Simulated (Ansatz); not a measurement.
In doubt: masses and optical values from hybrid runs of this build are listed as unsure, which bears on the screening that GW takes from such a start.

Rows from a G0W0 calculation on WS2 (layered bulk) (P6_3/mmc) (Ansatz 0.2.0; G0W0 on HSE06, plane waves, PAW; PAW set soft_1; 9×9×2 mesh, 191 empty bands, screening to 90 eV, PAW set soft_1 files), in eV. Spin-orbit coupling is left out.

```csv
row,k,band,start,Σx,Σc at the solution,Vxc
A,"(0.111, 0.222, 0.000)",v1,10.839,-19.494,1.417,-18.363
B,"(0.111, 0.222, 0.000)",c1,14.118,-13.194,-3.530,-16.956
C,Γ,c1,15.600,-13.810,-3.726,-17.790
D,"(0.111, 0.222, 0.000)",c2,15.236,-14.190,-3.978,-18.423
E,Γ,v1,12.783,-19.566,0.642,-19.149
F,Γ,v2,11.206,-19.034,2.041,-17.190
```

Work out each quasiparticle level and how far it moved.

The quasiparticle equation reads E = start + Σx + Σc(E) − Vxc.

```
row  E (eV)  shift (eV)
  A  11.124      +0.286
  B  14.349      +0.232
  C  15.854      +0.253
  D  15.491      +0.255
  E  13.008      +0.225
  F  11.403      +0.197
```

The gap over the computed points goes from 1.33 eV to 1.34 eV.

Limits: not at the basis limit; no spin-orbit coupling.

[Paths, hosts, dates, memory and timing lines, banners, echoed tables and standing remarks are left out of the program output.]

[Logs are printed without paths, hosts, clocks, repeated set-up lines and the standing remarks that a program may print on its own settings, such as how far it seeks lower states.]

[Runs of the session that timed out or met a known fault of the program may be left out.]

[Cells called generated may have been cut or substituted from an entry of the Crystallography Open Database or the Materials Project.]

[Hosts, paths, dates, database ids (printed as entryN), source tags and the programs' standing remarks are cut or masked in the printed files.]
